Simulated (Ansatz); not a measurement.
# Stack of Cl-SiC-Cl chair under W2CO2 MXene , upper layer turned by 180° in a perpendicular field, part 2 of 4

What dipole does a perpendicular field induce in the stack of Cl-SiC-Cl chair under W2CO2 MXene , upper layer turned by 180°? A positive field points along +c.

Ansatz 0.2.0; plane-wave DFT, PBE-D3(BJ), Ansatz PAW (the session's first sound run).

So far. Step 2 (Relaxation): The lattice constant a goes from 3.105 to 3.147 Å.

### Step 3. Atoms held, field 0

A sawtooth potential applies the field, turning back in the middle of the vacuum. With the dipole correction the typed value is the field outside the slab. The induced dipole is small, so the SCF threshold is tight.

The cell differs from the one that the last finished run ended in (c 55.418 → 29.661 Å).

Contents of input.yaml:

```yaml
crystal:
  lattice:
    - [3.1465612026, 0.0, 0.0]
    - [-1.5732806013, 2.725001936, 0.0]
    - [0.0, 0.0, 29.6614519159]
  atoms:
    - { symbol: Cl, position: [0.6666666667, 0.3333333333, 0.3034241218] }
    - { symbol: C, position: [0.6666666667, 0.3333333333, 0.3647823812] }
    - { symbol: Si, position: [0.3333333333, 0.6666666667, 0.3841341292] }
    - { symbol: Cl, position: [0.3333333333, 0.6666666667, 0.4525746951] }
    - { symbol: O, position: [0.0, 0.0, 0.5475747969] }
    - { symbol: W, position: [0.6666666667, 0.3333333333, 0.58535255] }
    - { symbol: C, position: [0.3333333333, 0.6666666667, 0.6220859213] }
    - { symbol: W, position: [0.0, 0.0, 0.6589046369] }
    - { symbol: O, position: [0.6666666667, 0.3333333333, 0.6965758782] }
kpoints:
  mp_grid: { grid: [18, 18, 1] }
  band_path:
    path: [[0, 0, 0], [0.5, 0, 0], [0.33333333, 0.33333333, 0], [0, 0, 0]]
    npoints: 16
hamiltonian:
  xc: pbe
  dispersion: d3bj
scf:
  occupations: { method: fermi_dirac, width: 0.02585 }
  convergence: { dr2_threshold: 1.0e-10 }
efield:
  axis: 3
  dipole_correction: true
  ramp_position: 0.97
  ramp_width: 0.06
  amplitude: 0
output:
  dos: { projected: true, e_range: [-6, 5] }
  bader: true
  write_potential: true
  write_density: true
  volumetric_format: npy
  elf: true
```

On the command line:

```bash
ansatz run input.yaml --threads 4 --pin off --max-ram 6144MiB --backend cpu --events-out ev --progress --plain --runs-dir out
```

Output:

```text
[...]
Crystal: 9 atoms, lattice volume = 254.329 Å³
Basis set: ecut = 420 eV, 4935 PW (Γ)
Bands: 42, of which v1, the nominal top of the filled ones, is band 33 counted from 1 (32 counted from 0)
Symmetry: 6 space group operations
[...]
k-points: 37 of 324 (time reversal used)
[...]
SCF iter   1: F=—  HF=-25203.575238 eV  |F-HF|=—  |Δ(HF+E_count)|=         —  Δρ=5.82e-3  dr2=1.73e-1  ethr=1.77e-3  p=-0.073 e·Å  D=-5.17e-2 V/Å  ΔV_dip=1.53 eV  dr2_dipole=3.51e-2  V_vac-E_F(+/−)=6.15/4.61 eV  ⟨swp⟩=8.7  Hψ=8295  notcnv=0  defer=9
efield: sawtooth ramp at fractional position 0.9700 (set: `efield.ramp_position`, or a place that a band, a saddle search or an elastic batch's reference lends), width 0.0600; the density the first Hamiltonian is built on has a dipole p = -0.073 e·Å; the dipole correction subtracts the counter field D = -5.17e-2 V/Å, which shifts the + side's vacuum level by +1.53 eV against the − side's; the planar-averaged density in the ramp window peaks in size at 3.5e-5 e/Å³
[...]
SCF iter   2: F=—  HF=-25209.330388 eV  |F-HF|=—  |Δ(HF+E_count)|=    5.76e0  Δρ=7.13e-2  dr2=4.12e2  ethr=2.63e-4  p=0.167 e·Å  D=1.19e-1 V/Å  ΔV_dip=-3.52 eV  dr2_dipole=2.26e2  V_vac-E_F(+/−)=4.65/8.17 eV  ⟨swp⟩=4.9  Hψ=4110  notcnv=0  defer=128  recentre
[...]
SCF iter  22: F=-25203.538186 eV  HF=-25203.538186 eV  |F-HF|=7.28e-11  |Δ(HF+E_count)|=  1.71e-10  Δρ=1.08e-7  dr2=6.64e-11  ethr=1.00e-12  p=-0.040 e·Å  D=-2.82e-2 V/Å  ΔV_dip=0.84 eV  dr2_dipole=6.86e-12  V_vac-E_F(+/−)=5.90/5.06 eV  ⟨swp⟩=12.7  Hψ=5790  notcnv=0
SCF 1 converged in 22 iterations: F = -25203.538186 eV  dr2 = 6.64e-11
[...]
NSCF: frozen V_eff on 49 k-points
efield: sawtooth ramp at fractional position 0.9700 (kept from the solve that this one continues, or follows in the run), width 0.0600; the density the first Hamiltonian is built on has a dipole p = -0.040 e·Å; the dipole correction subtracts the counter field D = -2.82e-2 V/Å, which shifts the + side's vacuum level by +0.84 eV against the − side's; the planar-averaged density in the ramp window peaks in size at 3.3e-6 e/Å³
[...]
SCF converged after 22 iterations
Free energy (F): -25203.538186 eV
[...]
Internal energy: -25203.534791 eV  (E = F + TS)
E sigma→0 (E₀):  -25203.536489 eV
Entropy (-TS):   -0.003395 eV (-0.377 meV/atom)
Fermi energy:    2.323659 eV
Dipole field:    D = -0.028219 V/Å  (p = -0.039662 e·Å, saw-weighted, corrected)
Work function:   Φ+ = 5.8967 eV   Φ− = 5.0596 eV
Levels:          The Fermi level and band energies are counted from a zero that moves with the ramp; work functions are not
[...]
--- Band table (eV; the first three rows and the last of 37) ---
  k-point 0: bands = [... 29 lower, 1.1772, 1.1772, 1.6848, 2.3257, 2.3257, 3.1524, 3.1524, 3.7851, ... 5 higher]
  k-point 1: bands = [... 29 lower, 1.0209, 1.1467, 1.7064, 2.1650, 2.2931, 3.1970, 3.2040, 3.8464, ... 5 higher]
  k-point 2: bands = [... 29 lower, 0.6673, 1.0603, 1.7283, 1.8483, 2.2018, 3.3203, 3.3452, 4.0344, ... 5 higher]
  k-point 36: bands = [... 29 lower, -0.6212, -0.5775, 1.6382, 1.7027, 1.7040, 4.1932, 4.2091, 4.9882, ... 5 higher]
--- Bader charges: 9 sites ---
  site symbol  charge [e]  shift [e]
     0     Cl     -0.1921     0.0009
     1      C     -1.8528     0.0104
     2     Si      2.7870     0.0149
     3     Cl     -0.7273     0.0036
     4      O     -1.1218     0.0008
     5      W      1.9634     0.0028
     6      C     -1.7129     0.0040
     7      W      1.9716     0.0028
     8      O     -1.1150     0.0008
  estimated error of the sums over rays = 7.5e-4 e
```

Wall time 77 s (4 threads of Arm Neoverse N1, shared host); peak memory 0.84 GiB; 5 min of CPU time.

Numbers from this step:

* energy at zero smearing: -25203.5365 eV
* work function, upper face: 5.897 eV
* work function, lower face: 5.060 eV
* dipole along the normal: -0.03966 e·Å
* step between the vacuum levels: 0.8370 eV

Running mean over a fixed 2.5 Å (it still follows the layers) of the planar mean; the ramp of the sawtooth is left out. Table of electron's electrostatic potential energy less the Fermi level by z:

| z (Å) | electron's electrostatic potential energy less the Fermi level (eV) |
| --- | --- |
| 4 | 5.06 |
| 5 | 5.06 |
| 6 | 5.05 |
| 7 | 4.67 |
| 8 | 0.672 |
| 9 | -2.03 |
| 10 | -6.89 |
| 11 | -8.32 |
| 12 | -7.83 |
| 13 | -3.66 |
| 14 | -0.753 |
| 15 | 1.48 |
| 16 | -4.25 |
| 17 | -12.5 |
| 18 | -15.4 |
| 19 | -15.2 |
| 20 | -11.9 |
| 21 | -3.16 |
| 22 | 3.95 |
| 23 | 5.84 |
| 24 | 5.89 |
| 25 | 5.90 |
| 26 | 5.90 |

The density of states has structure finer than the step of the table below, so its rows give means over 0.2 eV. Peaks (eV: height): -5.23: 11.7, -5.06: 9.06, -4.95: 11.6, -4.21: 14.6, -4.15: 11.8, 1.66: 10.5, 1.80: 11.3.

Density of states against energy, zero at the Fermi level; means over each step:

energy (eV), density of states (states/eV a cell) and a bar from the least value:
```
     -5.8        3.8 #########
     -5.6        6.2 ##################
     -5.4        5.6 ################
     -5.2        7.4 ######################
     -5.0        8.0 ########################
     -4.8        7.8 #######################
     -4.6        5.1 ##############
     -4.4        5.3 ##############
     -4.2        9.6 ##############################
     -4.0        5.4 ###############
     -3.8        3.7 #########
     -3.6        5.1 ##############
     -3.4        5.2 ##############
     -3.2        5.3 ###############
     -3.0        3.2 #######
     -2.8        2.3 ####
     -2.6        3.0 ######
     -2.4        3.9 #########
     -2.2        3.8 #########
     -2.0        5.5 ###############
     -1.8        3.5 ########
     -1.6        2.8 ######
     -1.4        3.1 #######
     -1.2        2.8 ######
     -1.0        2.9 ######
     -0.8        2.9 ######
     -0.6        3.2 #######
     -0.4        2.7 #####
     -0.2        2.5 ####
      0.0        2.1 ###
      0.2        1.8 ##
      0.4        1.8 ##
      0.6        3.2 #######
      0.8        2.4 ####
      1.0        1.2 
      1.2        2.8 ######
      1.4        1.9 ##
      1.6        5.3 ###############
      1.8        7.8 ########################
```

Projected DOS per atom over height of the atomic layer and energy from the Fermi level. Layers: Cl C Si Cl O W C W O from below.

Ten even steps from '_' (0.00 states/eV) to '@' (3.20 states/eV), each cell a mean:
```
________..@@..@@..
__________--__--__
__________::__::__
__________--__--__
__________::__::__
__________::__::__
..________..__..__
::________..__..__
--____..__________
::____--__..__..__
::____--__..__..__
::____==....__....
::____--..______..
::____::__________
--..__::::__..__::
--..__--..______..
..::__==--......--
..::..::--......--
......::==......++
::....--++::__..++
......::--::....--
....____..........
```
Columns: height of the atomic layer (Å) from 9 to 20.7 (not evenly spaced); rows upwards: energy from the Fermi level (eV) from -5.96 to 1.96.

Electronic bands along the path, in eV, zero at the Fermi level:

| point | band 30 | band 31 | band 32 | band 33 | band 34 | band 35 | band 36 | band 37 |
| --- | --- | --- | --- | --- | --- | --- | --- | --- |
| Γ | -1.15 | -1.15 | -0.64 | 0.00 | 0.00 | 0.83 | 0.83 | 1.46 |
| halfway | -2.18 | -1.63 | -0.74 | -0.49 | 0.31 | 1.18 | 1.79 | 2.06 |
| M | -2.53 | -2.05 | -0.91 | 0.42 | 0.61 | 1.54 | 1.70 | 1.76 |
| halfway | -2.77 | -1.80 | -1.71 | 0.04 | 0.15 | 1.68 | 1.86 | 2.22 |
| K | -2.94 | -2.90 | -0.69 | -0.62 | -0.62 | 1.87 | 1.89 | 2.66 |
| halfway | -1.87 | -1.81 | -1.09 | -0.99 | 0.77 | 1.37 | 1.78 | 2.04 |
| Γ | -1.15 | -1.15 | -0.64 | 0.00 | 0.00 | 0.83 | 0.83 | 1.46 |

Valence density in the ca plane at fractional y = 0.333, with atoms of Cl and C and W and O within 0.2 Å of it. It is the smooth field of the valence electrons, not physical close to the nuclei.

Ten steps, logarithmic in the rise over the least value, from '0' (0.0 e/Å³) to '9' (6.6 e/Å³), each cell a mean:
```
44555322233210001235776444345554200000000000
55676421111100001258998533346886310000000000
66676421111100001258998633347997410000000000
55666421122110001248998533346886310000000000
44555322233310011235665444444553100000000000
22344323344421012343344455554321000000000000
11233333455431113443334455654211000000000000
22344322344421012344444444554321000000000000
```
Columns run along c (16.0 Å, from fractional 0.33 to 0.87 of the cell), rows up along a (3.1 Å). Atoms in or near the plane, at fractional coordinates: C at (0.36, 0.67), W at (0.59, 0.67), O at (0.70, 0.67).

Electrostatic potential energy in the ca plane at fractional y = 0.333, with atoms of Cl and C and W and O within 0.2 Å of it. With pseudopotentials it is smooth inside the atoms' cores, unlike the true potential.

Values in eV, 5 rows by 16 columns, each cell a mean:
```
  7  -3 -23  -6 -12   4   6   7   7  -1 -37 -18  -1  -8  -5   8
  7 -16 -49 -26 -39   4   7   8   7  -7 -53 -33   1 -23 -25   8
  7  -3 -24  -6 -14   3   6   7   7  -1 -38 -19  -1  -8  -5   8
  8   7   5   3  -5   0   0   4   7   4  -4  -3 -11  -8   5   8
  8   7   5   4  -5   0   1   4   7   4  -3  -2 -11  -8   5   8
```
Columns run along c (16.0 Å, from fractional 0.23 to 0.77 of the cell; values clipped at the 3rd and 97th percentile), rows up along a (3.1 Å). Atoms in or near the plane, at fractional coordinates: Cl at (0.30, 0.67), C at (0.36, 0.67), W at (0.59, 0.67), O at (0.70, 0.67).

ELF in the ca plane at fractional y = 0.333, with atoms of Cl and C and W and O within 0.2 Å of it. It is the smooth field of the valence electrons, not physical close to the nuclei.

Ten even steps from '0' (0.00) to '9' (0.91), each cell a mean:
```
99745899511355420001223553343114787531000000
87776567510001000000137666322137789852000000
43786125410000000000147227421148559863000000
88776678510111100000126766332137889852000000
99744899521456530002222443343113677520000000
65312576424789861014542124653221122100000000
10001344335799971025663235653332100000000000
76312687424689851014542123553221232100000000
```
Columns run along c (16.0 Å, from fractional 0.30 to 0.84 of the cell), rows up along a (3.1 Å). Atoms in or near the plane, at fractional coordinates: Cl at (0.30, 0.67), C at (0.36, 0.67), W at (0.59, 0.67), O at (0.70, 0.67).

The work function of the upper face is 5.90 eV.

### Step 4. Single point, field 0.03 V/Å

input.yaml: that of step 3 with these lines changed.

```diff
@@ -31,6 +31,4 @@
   ramp_width: 0.06
-  amplitude: 0
+  amplitude: 0.03
 output:
-  dos: { projected: true, e_range: [-6, 5] }
-  bader: true
   write_potential: true
@@ -38,2 +36 @@
   volumetric_format: npy
-  elf: true
```

Output:

```text
[...]
Crystal: 9 atoms, lattice volume = 254.329 Å³
Basis set: ecut = 420 eV, 4935 PW (Γ)
Bands: 42, of which v1, the nominal top of the filled ones, is band 33 counted from 1 (32 counted from 0)
Symmetry: 6 space group operations
[...]
k-points: 37 of 324 (time reversal used)
[...]
k-point 0: bands = [... 29 lower, 1.1733, 1.1733, 1.6843, 2.3202, 2.3202, 3.1514, 3.1514, 3.7849, ... 5 higher]
  k-point 1: bands = [... 29 lower, 1.0171, 1.1428, 1.7059, 2.1595, 2.2877, 3.1960, 3.2031, 3.8463, ... 5 higher]
  k-point 2: bands = [... 29 lower, 0.6667, 1.0564, 1.7228, 1.8476, 2.1963, 3.3196, 3.3442, 4.0342, ... 5 higher]
  k-point 36: bands = [... 29 lower, -0.6271, -0.5831, 1.6374, 1.7020, 1.7033, 4.1922, 4.2086, 4.9874, ... 5 higher]
[key lines of the parts left out:]
SCF converged after 23 iterations
Free energy (F): -25203.537270 eV
Fermi energy:    2.321460 eV
Dipole field:    D = -0.015247 V/Å  (p = -0.021430 e·Å, saw-weighted, corrected)
```

Run time: 49 s. Hardware: 4 threads; peak memory 0.81 GiB.

The dipole is -0.0214 e·Å, 0.0182 e·Å from its value without field.

### Step 5. Single point, field -0.03 V/Å

input.yaml: that of step 4 with these lines changed.

```diff
@@ -31,3 +31,3 @@
   ramp_width: 0.06
-  amplitude: 0.03
+  amplitude: -0.03
 output:
```

Output:

```text
[...]
Crystal: 9 atoms, lattice volume = 254.329 Å³
Basis set: ecut = 420 eV, 4935 PW (Γ)
Bands: 42, of which v1, the nominal top of the filled ones, is band 33 counted from 1 (32 counted from 0)
Symmetry: 6 space group operations
[...]
k-points: 37 of 324 (time reversal used)
[...]
k-point 0: bands = [... 29 lower, 1.1810, 1.1810, 1.6854, 2.3311, 2.3311, 3.1534, 3.1534, 3.7853, ... 5 higher]
  k-point 1: bands = [... 29 lower, 1.0248, 1.1505, 1.7071, 2.1704, 2.2985, 3.1980, 3.2049, 3.8467, ... 5 higher]
  k-point 2: bands = [... 29 lower, 0.6680, 1.0641, 1.7336, 1.8491, 2.2072, 3.3211, 3.3463, 4.0346, ... 5 higher]
  k-point 36: bands = [... 29 lower, -0.6153, -0.5720, 1.6390, 1.7035, 1.7047, 4.1943, 4.2096, 4.9891, ... 5 higher]
[key lines of the parts left out:]
SCF converged after 29 iterations
Free energy (F): -25203.539650 eV
Fermi energy:    2.325889 eV
Dipole field:    D = -0.041211 V/Å  (p = -0.057922 e·Å, saw-weighted, corrected)
```

Run time: 52 s. Hardware: 4 threads; peak memory 0.82 GiB; 3.4 min of CPU time.

The dipole is -0.0579 e·Å, -0.0183 e·Å from its value without field.

### Step 6. Single point, field 0.15 V/Å

input.yaml: that of step 5 with these lines changed.

```diff
@@ -31,3 +31,3 @@
   ramp_width: 0.06
-  amplitude: -0.03
+  amplitude: 0.15
 output:
```

Output:

```text
[...]
Crystal: 9 atoms, lattice volume = 254.329 Å³
Basis set: ecut = 420 eV, 4935 PW (Γ)
Bands: 42, of which v1, the nominal top of the filled ones, is band 33 counted from 1 (32 counted from 0)
Symmetry: 6 space group operations
[...]
k-points: 37 of 324 (time reversal used)
[...]
k-point 0: bands = [... 29 lower, 1.1568, 1.1568, 1.6831, 2.2967, 2.2967, 3.1485, 3.1485, 3.7852, ... 5 higher]
  k-point 1: bands = [... 29 lower, 1.0004, 1.1262, 1.7046, 2.1358, 2.2641, 3.1931, 3.2004, 3.8464, ... 5 higher]
  k-point 2: bands = [... 29 lower, 0.6651, 1.0396, 1.6992, 1.8457, 2.1729, 3.3175, 3.3412, 4.0342, ... 5 higher]
  k-point 36: bands = [... 29 lower, -0.6527, -0.6070, 1.6353, 1.7001, 1.7015, 4.1891, 4.2075, 4.9849, ... 5 higher]
[key lines of the parts left out:]
SCF converged after 16 iterations
Free energy (F): -25203.539072 eV
Fermi energy:    2.313353 eV
Dipole field:    D = 0.036588 V/Å  (p = 0.051425 e·Å, saw-weighted, corrected)
```

Wall time 43 s (4 threads); peak memory 0.81 GiB; 2.8 min of CPU time.

The dipole is 0.0514 e·Å, 0.0911 e·Å from its value without field.

### Step 7. Atoms held, field 0.25 V/Å

input.yaml: that of step 6 with these lines changed.

```diff
@@ -31,3 +31,3 @@
   ramp_width: 0.06
-  amplitude: 0.15
+  amplitude: 0.25
 output:
```

Output:

```text
[...]
Crystal: 9 atoms, lattice volume = 254.329 Å³
Basis set: ecut = 420 eV, 4935 PW (Γ)
Bands: 42, of which v1, the nominal top of the filled ones, is band 33 counted from 1 (32 counted from 0)
Symmetry: 6 space group operations
[...]
k-points: 37 of 324 (time reversal used)
[...]
k-point 0: bands = [... 29 lower, 1.1409, 1.1409, 1.6845, 2.2738, 2.2738, 3.1485, 3.1485, 3.7877, ... 5 higher]
  k-point 1: bands = [... 29 lower, 0.9844, 1.1102, 1.7059, 2.1129, 2.2413, 3.1930, 3.2007, 3.8489, ... 5 higher]
  k-point 2: bands = [... 29 lower, 0.6662, 1.0234, 1.6763, 1.8466, 2.1501, 3.3181, 3.3411, 4.0365, ... 5 higher]
  k-point 36: bands = [... 29 lower, -0.6770, -0.6299, 1.6359, 1.7009, 1.7024, 4.1889, 4.2091, 4.9853, ... 5 higher]
[key lines of the parts left out:]
SCF converged after 28 iterations
Free energy (F): -25203.547240 eV
Fermi energy:    2.308823 eV
Dipole field:    D = 0.079588 V/Å  (p = 0.111861 e·Å, saw-weighted, corrected)
```

It took 51 s on 4 threads; peak memory 0.82 GiB.

The dipole is 0.112 e·Å, 0.152 e·Å from its value without field.

### Step 8. Single point, field -0.25 V/Å

input.yaml: that of step 7 with these lines changed.

```diff
@@ -31,4 +31,6 @@
   ramp_width: 0.06
-  amplitude: 0.25
+  amplitude: -0.25
 output:
+  dos: { projected: true, e_range: [-6, 5] }
+  bader: true
   write_potential: true
@@ -36 +38,2 @@
   volumetric_format: npy
+  elf: true
```

Output:

```text
[...]
Crystal: 9 atoms, lattice volume = 254.329 Å³
Basis set: ecut = 420 eV, 4935 PW (Γ)
Bands: 42, of which v1, the nominal top of the filled ones, is band 33 counted from 1 (32 counted from 0)
Symmetry: 6 space group operations
[...]
k-points: 37 of 324 (time reversal used)
[...]
--- Bader charges: 9 sites ---
  site symbol  charge [e]  shift [e]
     0     Cl     -0.1800     0.0009
     1      C     -1.8526     0.0104
     2     Si      2.7862     0.0149
     3     Cl     -0.7274     0.0036
     4      O     -1.1215     0.0008
     5      W      1.9638     0.0028
     6      C     -1.7127     0.0040
     7      W      1.9673     0.0028
     8      O     -1.1230     0.0008
  estimated error of the sums over rays = 7.5e-4 e
[key lines of the parts left out:]
SCF converged after 24 iterations
Free energy (F): -25203.567133 eV
Fermi energy:    2.342313 eV
Dipole field:    D = -0.136593 V/Å  (p = -0.191983 e·Å, saw-weighted, corrected)
```

It took 80 s on 4 threads; peak memory 0.83 GiB.

The dipole is -0.192 e·Å, -0.152 e·Å from its value without field.

[end of part 2 of 4]

[Long decimals in the printed logs are rounded to 6 places.]

[Logs are printed without paths, hosts, clocks, repeated set-up lines and the standing remarks that a program may print on its own settings, such as how far it seeks lower states.]

[Hosts, paths, dates, database ids (printed as entryN), source tags and the programs' standing remarks are cut or masked in the printed files.]

[Maps of the electrostatic potential energy from Ansatz leave out the sawtooth potential of an applied field or a dipole correction, so their vacuum need not be flat; planar profiles and work functions include it.]

[The density of states shown here was stored with 400 of the rows of the run's finer table, so its peaks can read low, often by over a quarter, or be missed, and its means over a window can be off by a tenth or more.]
